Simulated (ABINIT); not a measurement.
# Quasiparticle gap of Y2CrH6 (Fm-3m) in ABINIT, part 2 of 3

How does a plane-wave GW calculation on Y2CrH6 (Fm-3m) run from the first input to the gap?

ABINIT 10.8.3; PBEsol and many-body steps on it, plane waves. Known limits of the many-body steps: short of the basis limit; mesh may overstate the screening; screening head approximate; d states lean on the start; coarse k mesh.

So far. Step 2 (Ground state): The gap is indirect, with the least direct gap 0.22 eV higher.

## (3) Bands along the symmetry lines

Level of this step: DFT, PBEsol with spin-orbit coupling, plane waves, norm-conserving pseudopotentials (ABINIT).

Levels along a band path, at the cheap level, show where the edges lie and whether the meshes to come will hold them.

run.abi reads:

```
acell 3*1.0 Angstrom
rprim 
  0.000000000000 3.499313000000 3.499313000000
  3.499313000000 0.000000000000 3.499313000000
  3.499313000000 3.499313000000 -0.000000000000
ntypat 3
znucl 39 24 1
natom 9
typat 1 1 2 3 3 3 3 3 3
xred 
  0.750000000000 0.750000000000 0.750000000000
  0.250000000000 0.250000000000 0.250000000000
  0.000000000000 0.000000000000 0.000000000000
  0.754389000000 0.754389000000 0.245611000000
  0.245611000000 0.754389000000 0.245611000000
  0.754389000000 0.245611000000 0.245611000000
  0.245611000000 0.245611000000 0.754389000000
  0.754389000000 0.245611000000 0.754389000000
  0.245611000000 0.754389000000 0.754389000000
pp_dirpath "pseudos"
pseudos "Y.upf, Cr.upf, H.upf"
ecut 43
nspinor 2
iscf -2
irdden 1
kptopt 0
nkpt 26
kpt 
  0.00000000 0.00000000 0.00000000
  0.12500000 0.00000000 0.12500000
  0.25000000 0.00000000 0.25000000
  0.37500000 0.00000000 0.37500000
  0.50000000 0.00000000 0.50000000
  0.53125000 0.06250000 0.53125000
  0.56250000 0.12500000 0.56250000
  0.59375000 0.18750000 0.59375000
  0.62500000 0.25000000 0.62500000
  0.37500000 0.37500000 0.75000000
  0.28125000 0.28125000 0.56250000
  0.18750000 0.18750000 0.37500000
  0.09375000 0.09375000 0.18750000
  0.00000000 0.00000000 0.00000000
  0.12500000 0.12500000 0.12500000
  0.25000000 0.25000000 0.25000000
  0.37500000 0.37500000 0.37500000
  0.50000000 0.50000000 0.50000000
  0.50000000 0.43750000 0.56250000
  0.50000000 0.37500000 0.62500000
  0.50000000 0.31250000 0.68750000
  0.50000000 0.25000000 0.75000000
  0.50000000 0.18750000 0.68750000
  0.50000000 0.12500000 0.62500000
  0.50000000 0.06250000 0.56250000
  0.50000000 0.00000000 0.50000000
istwfk *1
nband 58
nbdbuf 6
tolwfr 1e-08
nstep 40
prtwf 0
prtvol 0
indata_prefix "in"
outdata_prefix "out"
tmpdata_prefix "tmp"
```

The run is started by

```console
OMP_NUM_THREADS=1 mpirun -n 4 abinit run.abi > log
```

Output:

```text
.Version 10.8.3 of ABINIT. v10.8.2 released Aug 2026.

 Symmetries : space group Fm -3 m (#225); Bravais cF (face-center cubic)
[... echo of the input left out ...]
== DATASET  1 ==================================================================
-   mpi_nproc: 4, omp_nthreads: 1 (-1 if OMP is not activated)

--- !DatasetInfo
iteration_state: {dtset: 1, }
dimensions: {natom: 9, nkpt: 26, mband: 58, nsppol: 1, nspinor: 2, nspden: 1, mpw: 7848, }
cutoff_energies: {ecut:  43.0, pawecutdg:  -1.0, }
electrons: {nelect:   4.20000000E+01, charge:   0.00000000E+00, occopt:   1.00000000E+00, tsmear:   1.00000000E-02, }

 Real(R)+Recip(G) space primitive vectors, cartesian coordinates (Bohr,Bohr^-1):
 R(1)=  0.0000000  6.6127432  6.6127432  G(1)= -0.0756116  0.0756116  0.0756116
 R(2)=  6.6127432  0.0000000  6.6127432  G(2)=  0.0756116 -0.0756116  0.0756116
 R(3)=  6.6127432  6.6127432  0.0000000  G(3)=  0.0756116  0.0756116 -0.0756116
 Unit cell volume ucvol=  5.7832900E+02 bohr^3
 Angles (23,13,12)=  6.00000000E+01  6.00000000E+01  6.00000000E+01 degrees

 getcut: wavevector=  0.0000  0.0000  0.0000  ngfft=  60  60  60
         ecut(hartree)=     43.000   => boxcut(ratio)=   2.17348

--- Pseudopotential description ------------------------------------------------
- Y Generated using ONCVPSP code by D. R. Hamann
- 39.00000  11.00000  180509                  znucl, zion, pspdat
12 -116133 2 -1 1766                          pspcod,pspxc,lmax,lloc,mmax
     nproj     2     3     3     0
     spin-orbit psp
        nprojso     4     4     0
  pspatm : epsatm=   18.55572754
         --- l  ekb(1:nproj) -->
             0    0.865264   10.128939
             1    5.589860    0.428336    0.002714
             2    1.222049    0.316524    0.000233
  spin-orbit 1   -0.231623    0.176308    0.026969   -0.000034
  spin-orbit 2    0.037501    0.006962   -0.004719   -0.000051
 pspatm: atomic psp has been read  and splines computed

- Cr Generated using ONCVPSP code by D. R. Hamann
- 24.00000  14.00000  180509                  znucl, zion, pspdat
12 -116133 2 -1 1638                          pspcod,pspxc,lmax,lloc,mmax
     nproj     2     3     2     0
     spin-orbit psp
        nprojso     4     3     0
  pspatm : epsatm=   17.25981972
         --- l  ekb(1:nproj) -->
             0   -1.241108    6.333314
             1    1.197150   -0.851940    0.000167
             2   -6.277863   -1.743291
  spin-orbit 1    0.103269   -0.015219    0.007767   -0.000035
  spin-orbit 2    0.006741    0.003383   -0.000029
 pspatm: atomic psp has been read  and splines computed

- H Generated using ONCVPSP code by D. R. Hamann
-  1.00000   1.00000  180509                  znucl, zion, pspdat
12 -116133 1 -1 1180                          pspcod,pspxc,lmax,lloc,mmax
     nproj     2     2     0     0
     spin-orbit psp
        nprojso     2     0     0
  pspatm : epsatm=    0.35588979
[...]
Non-SCF case, kpt   26 (  0.50000  0.00000  0.50000), residuals and eigenvalues=
[...]
2.9338E-01  2.9338E-01  3.3130E-01  3.3130E-01  3.5651E-01  3.5651E-01
  3.5798E-01  3.5798E-01  3.7396E-01  3.7396E-01  4.2791E-01  4.2791E-01
[...]
--- !ResultsGS
iteration_state: {dtset: 1, }
comment   : Summary of ground state results
lattice_vectors:
- [  0.0000000,   6.6127432,   6.6127432, ]
- [  6.6127432,   0.0000000,   6.6127432, ]
- [  6.6127432,   6.6127432,  -0.0000000, ]
lattice_lengths: [   9.35183,    9.35183,    9.35183, ]
lattice_angles: [ 60.000,  60.000,  60.000, ] # degrees, (23, 13, 12)
lattice_volume:   5.7832900E+02
convergence: {deltae:  0.000E+00, res2:  0.000E+00, residm:  9.990E-09, diffor:  0.000E+00, }
etotal    :  -1.74086821E+02
entropy   :   0.00000000E+00
fermie    :   2.84110859E-01
cartesian_stress_tensor: null
pressure_GPa: null
xred      :
- [  7.5000E-01,   7.5000E-01,   7.5000E-01,  Y]
- [  2.5000E-01,   2.5000E-01,   2.5000E-01,  Y]
- [  0.0000E+00,   0.0000E+00,   0.0000E+00, Cr]
- [  7.5439E-01,   7.5439E-01,   2.4561E-01,  H]
- [  2.4561E-01,   7.5439E-01,   2.4561E-01,  H]
- [  7.5439E-01,   2.4561E-01,   2.4561E-01,  H]
- [  2.4561E-01,   2.4561E-01,   7.5439E-01,  H]
- [  7.5439E-01,   2.4561E-01,   7.5439E-01,  H]
- [  2.4561E-01,   7.5439E-01,   7.5439E-01,  H]
cartesian_forces: null
force_length_stats: {min: null, max: null, mean: null, }

 Integrated electronic density in atomic spheres:
 ------------------------------------------------
 Atom  Sphere_radius  Integrated_density
[...]
================================================================================

 ----iterations are completed or convergence reached----

 Mean square residual over all n,k,spin=   57.024E-10; max=  99.902E-10
 reduced coordinates (array xred) for    9 atoms
[...]
0.754389      0.245611      0.754389
       0.245611      0.754389      0.754389

 cartesian coordinates (angstrom) at end:
[...]
8      3.499313     5.279686     3.499313
    9      5.279686     3.499313     3.499313
 length scales=  1.889726  1.889726  1.889726 bohr
              =  1.000000  1.000000  1.000000 angstroms
 prteigrs : about to open file out_EIG
 Eigenvalues (hartree) for nkpt=  26  k points:
 kpt#   1, nband= 58, wtk=  1.00000, kpt=  0.0000  0.0000  0.0000 (reduced coord)
[...]
kpt#   2, nband= 58, wtk=  1.00000, kpt=  0.1250  0.0000  0.1250 (reduced coord)
[...]
kpt#   3, nband= 58, wtk=  1.00000, kpt=  0.2500  0.0000  0.2500 (reduced coord)
[...]
kpt#  25, nband= 58, wtk=  1.00000, kpt=  0.5000  0.0625  0.5625 (reduced coord)
[...]
0.46081    0.46086
 kpt#  26, nband= 58, wtk=  1.00000, kpt=  0.5000  0.0000  0.5000 (reduced coord)
[...]
0.27609    0.27609    0.29338    0.29338    0.33130    0.33130    0.35651    0.35651
   0.35798    0.35798    0.37396    0.37396    0.42791    0.42791    0.42849    0.42850
   0.46003    0.46005

== END DATASET(S) ==============================================================
================================================================================

 -outvars: echo values of variables after computation  --------
            nband          58
             nkpt          26
          spgroup         225
 [... the other variables as echoed above ...]

 Calculation completed.
```

The job ended after 9.3 min (4 MPI ranks of Arm Neoverse N1, shared host; peak memory 0.73 GiB).

Numbers from this step:

| Property | Result |
| --- | --- |
| gap | 0.2522 eV |
| k of the valence top | 0, 0, 0 |
| k of the conduction bottom | 0.5, 0, 0.5 |
| least direct gap | 0.4705 eV |

The gap is 0.252 eV, as in the run before at this level.

Electronic bands along the path, in eV, zero at the top of the highest filled band:

| point | band 39 | band 40 | band 41 | band 42 | band 43 | band 44 | band 45 | band 46 |
| --- | --- | --- | --- | --- | --- | --- | --- | --- |
| Γ | 0.00 | 0.00 | 0.00 | 0.00 | 1.95 | 1.95 | 1.95 | 1.95 |
| halfway | -0.10 | -0.10 | -0.09 | -0.09 | 1.25 | 1.25 | 1.88 | 1.88 |
| X | -0.24 | -0.24 | -0.22 | -0.22 | 0.25 | 0.25 | 1.28 | 1.28 |
| halfway | -0.31 | -0.31 | -0.22 | -0.22 | 0.46 | 0.46 | 1.27 | 1.27 |
| U | -0.39 | -0.39 | -0.24 | -0.24 | 0.90 | 0.90 | 1.22 | 1.22 |
| jump to K | -0.39 | -0.39 | -0.24 | -0.24 | 0.90 | 0.90 | 1.22 | 1.22 |
| halfway | -0.23 | -0.23 | -0.14 | -0.14 | 1.57 | 1.57 | 2.12 | 2.12 |
| Γ | 0.00 | 0.00 | 0.00 | 0.00 | 1.95 | 1.95 | 1.95 | 1.95 |
| halfway | -0.16 | -0.16 | -0.14 | -0.14 | 1.91 | 1.91 | 1.92 | 1.92 |
| L | -0.36 | -0.36 | -0.35 | -0.35 | 1.50 | 1.50 | 2.01 | 2.01 |
| halfway | -0.48 | -0.48 | -0.30 | -0.30 | 1.27 | 1.27 | 1.61 | 1.61 |
| W | -0.69 | -0.69 | -0.16 | -0.16 | 1.24 | 1.24 | 1.26 | 1.26 |
| halfway | -0.39 | -0.39 | -0.19 | -0.19 | 0.62 | 0.62 | 1.27 | 1.27 |
| X | -0.24 | -0.24 | -0.22 | -0.22 | 0.25 | 0.25 | 1.28 | 1.28 |

## (4) Empty states on the mesh, 2×2×2 mesh, 138 bands

The sums over transitions need many empty states on a uniform mesh; this step solves for them.

run.abi reads:

```
acell 3*1.0 Angstrom
rprim 
  0.000000000000 3.499313000000 3.499313000000
  3.499313000000 0.000000000000 3.499313000000
  3.499313000000 3.499313000000 -0.000000000000
ntypat 3
znucl 39 24 1
natom 9
typat 1 1 2 3 3 3 3 3 3
xred 
  0.750000000000 0.750000000000 0.750000000000
  0.250000000000 0.250000000000 0.250000000000
  0.000000000000 0.000000000000 0.000000000000
  0.754389000000 0.754389000000 0.245611000000
  0.245611000000 0.754389000000 0.245611000000
  0.754389000000 0.245611000000 0.245611000000
  0.245611000000 0.245611000000 0.754389000000
  0.754389000000 0.245611000000 0.754389000000
  0.245611000000 0.754389000000 0.754389000000
pp_dirpath "pseudos"
pseudos "Y.upf, Cr.upf, H.upf"
ecut 43
nspinor 2
ngkpt 2 2 2
nshiftk 1
shiftk 0 0 0
kptopt 1
chksymbreak 0
iscf -2
irdden 1
istwfk *1
nband 138
nbdbuf 12
tolwfr 1e-09
nstep 60
prtvol 0
indata_prefix "in"
outdata_prefix "out"
tmpdata_prefix "tmp"
```

Output:

```text
.Version 10.8.3 of ABINIT. v10.8.2 released Aug 2026.

 Symmetries : space group Fm -3 m (#225); Bravais cF (face-center cubic)
[... echo of the input left out ...]
== DATASET  1 ==================================================================
-   mpi_nproc: 4, omp_nthreads: 1 (-1 if OMP is not activated)
-    --> not optimal distribution: autoparal keyword recommended in input file <--

--- !DatasetInfo
iteration_state: {dtset: 1, }
dimensions: {natom: 9, nkpt: 3, mband: 138, nsppol: 1, nspinor: 2, nspden: 1, mpw: 7848, }
cutoff_energies: {ecut:  43.0, pawecutdg:  -1.0, }
electrons: {nelect:   4.20000000E+01, charge:   0.00000000E+00, occopt:   1.00000000E+00, tsmear:   1.00000000E-02, }

 Real(R)+Recip(G) space primitive vectors, cartesian coordinates (Bohr,Bohr^-1):
 R(1)=  0.0000000  6.6127432  6.6127432  G(1)= -0.0756116  0.0756116  0.0756116
 R(2)=  6.6127432  0.0000000  6.6127432  G(2)=  0.0756116 -0.0756116  0.0756116
 R(3)=  6.6127432  6.6127432  0.0000000  G(3)=  0.0756116  0.0756116 -0.0756116
 Unit cell volume ucvol=  5.7832900E+02 bohr^3
 Angles (23,13,12)=  6.00000000E+01  6.00000000E+01  6.00000000E+01 degrees

 getcut: wavevector=  0.0000  0.0000  0.0000  ngfft=  60  60  60
         ecut(hartree)=     43.000   => boxcut(ratio)=   2.17348

--- Pseudopotential description ------------------------------------------------
- Y Generated using ONCVPSP code by D. R. Hamann
- 39.00000  11.00000  180509                  znucl, zion, pspdat
12 -116133 2 -1 1766                          pspcod,pspxc,lmax,lloc,mmax
     nproj     2     3     3     0
     spin-orbit psp
        nprojso     4     4     0
  pspatm : epsatm=   18.55572754
         --- l  ekb(1:nproj) -->
             0    0.865264   10.128939
             1    5.589860    0.428336    0.002714
             2    1.222049    0.316524    0.000233
  spin-orbit 1   -0.231623    0.176308    0.026969   -0.000034
  spin-orbit 2    0.037501    0.006962   -0.004719   -0.000051
 pspatm: atomic psp has been read  and splines computed

- Cr Generated using ONCVPSP code by D. R. Hamann
- 24.00000  14.00000  180509                  znucl, zion, pspdat
12 -116133 2 -1 1638                          pspcod,pspxc,lmax,lloc,mmax
     nproj     2     3     2     0
     spin-orbit psp
        nprojso     4     3     0
  pspatm : epsatm=   17.25981972
         --- l  ekb(1:nproj) -->
             0   -1.241108    6.333314
             1    1.197150   -0.851940    0.000167
             2   -6.277863   -1.743291
  spin-orbit 1    0.103269   -0.015219    0.007767   -0.000035
  spin-orbit 2    0.006741    0.003383   -0.000029
 pspatm: atomic psp has been read  and splines computed

- H Generated using ONCVPSP code by D. R. Hamann
-  1.00000   1.00000  180509                  znucl, zion, pspdat
12 -116133 1 -1 1180                          pspcod,pspxc,lmax,lloc,mmax
     nproj     2     2     0     0
     spin-orbit psp
[...]
2.09E-10  8.11E-10  1.13E-10  2.38E-10  6.68E-10  7.29E-10  5.09E-10  9.64E-10
  1.83E-10  2.81E-10  2.39E-10  8.28E-10  2.59E-10  7.55E-10  1.61E-10  3.65E-10
  1.35E-10  2.11E-10  4.38E-10  8.32E-10  1.96E-10  2.13E-10  3.80E-10  8.34E-10
[...]
8.90E-08  7.94E-07
 -2.2953E+00 -2.2953E+00 -1.2746E+00 -1.2746E+00 -1.2714E+00 -1.2714E+00
 -1.2679E+00 -1.2679E+00 -1.2369E+00 -1.2369E+00 -1.2369E+00 -1.2369E+00
 -5.7838E-01 -5.7838E-01 -5.6818E-01 -5.6818E-01 -5.2658E-01 -5.2658E-01
[...]
1.1709E+00  1.1709E+00  1.1771E+00  1.1771E+00  1.1771E+00  1.1771E+00
  1.1771E+00  1.1771E+00  1.2621E+00  1.2621E+00  1.2621E+00  1.2621E+00
 prteigrs : prtvol=0 or 1, do not print more k-points.

--- !ResultsGS
iteration_state: {dtset: 1, }
comment   : Summary of ground state results
lattice_vectors:
- [  0.0000000,   6.6127432,   6.6127432, ]
- [  6.6127432,   0.0000000,   6.6127432, ]
- [  6.6127432,   6.6127432,  -0.0000000, ]
lattice_lengths: [   9.35183,    9.35183,    9.35183, ]
lattice_angles: [ 60.000,  60.000,  60.000, ] # degrees, (23, 13, 12)
lattice_volume:   5.7832900E+02
convergence: {deltae:  0.000E+00, res2:  0.000E+00, residm:  9.945E-10, diffor:  0.000E+00, }
etotal    :  -1.74086821E+02
entropy   :   0.00000000E+00
fermie    :   2.84110859E-01
cartesian_stress_tensor: null
pressure_GPa: null
xred      :
- [  7.5000E-01,   7.5000E-01,   7.5000E-01,  Y]
- [  2.5000E-01,   2.5000E-01,   2.5000E-01,  Y]
- [  0.0000E+00,   0.0000E+00,   0.0000E+00, Cr]
- [  7.5439E-01,   7.5439E-01,   2.4561E-01,  H]
- [  2.4561E-01,   7.5439E-01,   2.4561E-01,  H]
- [  7.5439E-01,   2.4561E-01,   2.4561E-01,  H]
- [  2.4561E-01,   2.4561E-01,   7.5439E-01,  H]
- [  7.5439E-01,   2.4561E-01,   7.5439E-01,  H]
- [  2.4561E-01,   7.5439E-01,   7.5439E-01,  H]
cartesian_forces: null
force_length_stats: {min: null, max: null, mean: null, }

 Integrated electronic density in atomic spheres:
 ------------------------------------------------
 Atom  Sphere_radius  Integrated_density
[...]
================================================================================

 ----iterations are completed or convergence reached----

 Mean square residual over all n,k,spin=   42.370E-11; max=  99.454E-11
 reduced coordinates (array xred) for    9 atoms
[...]
0.754389      0.245611      0.754389
       0.245611      0.754389      0.754389

 cartesian coordinates (angstrom) at end:
[...]
8      3.499313     5.279686     3.499313
    9      5.279686     3.499313     3.499313
 length scales=  1.889726  1.889726  1.889726 bohr
              =  1.000000  1.000000  1.000000 angstroms
 prteigrs : about to open file out_EIG
 Eigenvalues (hartree) for nkpt=   3  k points:
 kpt#   1, nband=138, wtk=  0.12500, kpt=  0.0000  0.0000  0.0000 (reduced coord)
[...]
1.14687    1.14687    1.16936    1.16936    1.16936    1.16936    1.17087    1.17087
   1.17708    1.17708    1.17708    1.17708    1.17708    1.17708    1.26212    1.26212
   1.26212    1.26212
 prteigrs : prtvol=0 or 1, do not print more k-points.

== END DATASET(S) ==============================================================
================================================================================

 -outvars: echo values of variables after computation  --------
            nband         138
             nkpt           3
          spgroup         225
 [... the other variables as echoed above ...]

 Calculation completed.
```

It took 2.7 min on 4 MPI ranks; peak memory 0.43 GiB.

Numbers from this step:

| Item | Value |
| --- | --- |
| gap | 0.2522 eV |
| k of the valence top | 0, 0, 0 |
| k of the conduction bottom | 0.5, 0.5, 0 |
| least direct gap | 0.4705 eV |
| k points computed | 3 |
| lowest point of the top converged band, above the valence top | 24.09 eV |

On this mesh the gap is 0.252 eV.

## (5) Screening, 2×2×2 mesh, 126 bands, screening to 98 eV

The RPA dielectric matrix is built and inverted for each q.

This step: RPA screening on PBEsol with spin-orbit coupling, plane waves, norm-conserving pseudopotentials.

run.abi, as its differences from that of step 4:

```diff
@@ -28,10 +28,11 @@
 chksymbreak 0
-iscf -2
-irdden 1
 istwfk *1
-nband 138
-nbdbuf 12
-tolwfr 1e-09
-nstep 60
-prtvol 0
+occopt 1
+irdwfk 1
+optdriver 3
+nband 126
+ecuteps 3.6
+inclvkb 0
+awtr 1
+symchi 1
 indata_prefix "in"
```

Output:

```text
.Version 10.8.3 of ABINIT. v10.8.2 released Aug 2026.

 Symmetries : space group Fm -3 m (#225); Bravais cF (face-center cubic)
[... echo of the input left out ...]
== DATASET  1 ==================================================================
-   mpi_nproc: 4, omp_nthreads: 1 (-1 if OMP is not activated)

--- !DatasetInfo
iteration_state: {dtset: 1, }
dimensions: {natom: 9, nkpt: 3, mband: 126, nsppol: 1, nspinor: 2, nspden: 1, mpw: 7848, }
cutoff_energies: {ecut:  43.0, pawecutdg:  -1.0, }
electrons: {nelect:   4.20000000E+01, charge:   0.00000000E+00, occopt:   1.00000000E+00, tsmear:   1.00000000E-02, }

 SCREENING: Calculation of the susceptibility and dielectric matrices

 Based on a program developped by R.W. Godby, V. Olevano, G. Onida, and L. Reining.
 Incorporated in ABINIT by V. Olevano, G.-M. Rignanese, and M. Torrent.
.Using double precision arithmetic ; gwpc =  8

[... cell and pseudopotentials left out ...]
--------------------------------------------------------------------------------

 ==== K-mesh for the wavefunctions ====
 Number of points in the irreducible wedge :     3
[... list of points left out ...]
 Together with 48 symmetry operations and time-reversal symmetry
 yields     8 points in the full Brillouin Zone.

 ==== Q-mesh for the screening function ====
 Number of points in the irreducible wedge :     3
[... list of points left out ...]
 Together with 48 symmetry operations and time-reversal symmetry
 yields     8 points in the full Brillouin Zone.

 setmesh: FFT mesh size selected  =    36x   36x   36
          total number of points  =        46656

 vcoul_init : cutoff-mode = AUXILIARY_FUNCTION
 q-points for optical limit:   1
     1)      0.000010    0.000020    0.000030

- screening: taking advantage of time-reversal symmetry
- Maximum band index for partially occupied states nbvw = 42
- Remaining bands to be divided among processors   nbcw = 84
- Number of bands treated by each node ~21

 Number of electrons calculated from density =   42.0000; Expected =   42.0000
 average of density, n =  0.072623
 r_s =    1.4869
 omega_plasma =   25.9952 [eV]

 calculating chi0 at frequencies [eV] :
  1    0.000000E+00    0.000000E+00
  2    0.000000E+00    2.599518E+01

--------------------------------------------------------------------------------
  q-point number  1        q = ( 0.000000, 0.000000, 0.000000) [r.l.u.]
--------------------------------------------------------------------------------
[... chi0 elements left out ...]
 For q-point:  0.000010 0.000020 0.000030
  dielectric constant =  53.6248
  dielectric constant without local fields =  65.6581

  Average fulfillment of the sum rule on Im[epsilon] for q-point    1 :     46.41  [%]
[... wings left out ...]
  q-point number  2        q = ( 0.500000, 0.000000, 0.000000) [r.l.u.]
--------------------------------------------------------------------------------
[... chi0 elements left out ...]
  Average fulfillment of the sum rule on Im[epsilon] for q-point    2 :     56.71  [%]

 [... 1 further q-points ...]
```

The job ended after 43 s (4 MPI ranks; peak memory 1.6 GiB).

Numbers from this step:

* ε∞ with local fields, on this mesh: 53.62
* ε∞ without local fields, on this mesh: 65.66
* plasma frequency: 26.00 eV
* plane waves in the screening matrix: 169

Local fields lower ε∞ by 18 %. On a Γ-centred mesh this coarse the value itself is usually too large, while a short band sum pulls it down.

(Continued in part 3 of 3.)

[Long decimals in the printed logs are rounded to 6 places.]

[Logs are printed without paths, hosts, clocks, repeated set-up lines and the standing remarks that a program may print on its own settings, such as how far it seeks lower states.]

[Paths, hosts, dates, memory and timing lines, banners, echoed tables and standing remarks are left out of the program output; an Ansatz launch command may be rebuilt from the run's recorded settings. Measured values are a selection of at most five: reports struck by readers or far from the other reports are left out. None is set beside runs whose start may be inverted or whose files or cutoffs have a known fault.]

[Runs of the session that timed out or met a known fault of the program may be left out.]

[Hosts, paths, dates, database ids (printed as entryN), source tags and the programs' standing remarks are cut or masked in the printed files.]

[G0W0 gaps are taken among the corrected bands and points alone; a level outside them can change the order at an edge.]

[Where Ansatz stands beside ABINIT at settings called matched, ABINIT's density can come from a denser mesh and the files from another edition; pairs whose starting gaps differed by over 0.03 eV were left out, so agreement reads better than it is.]
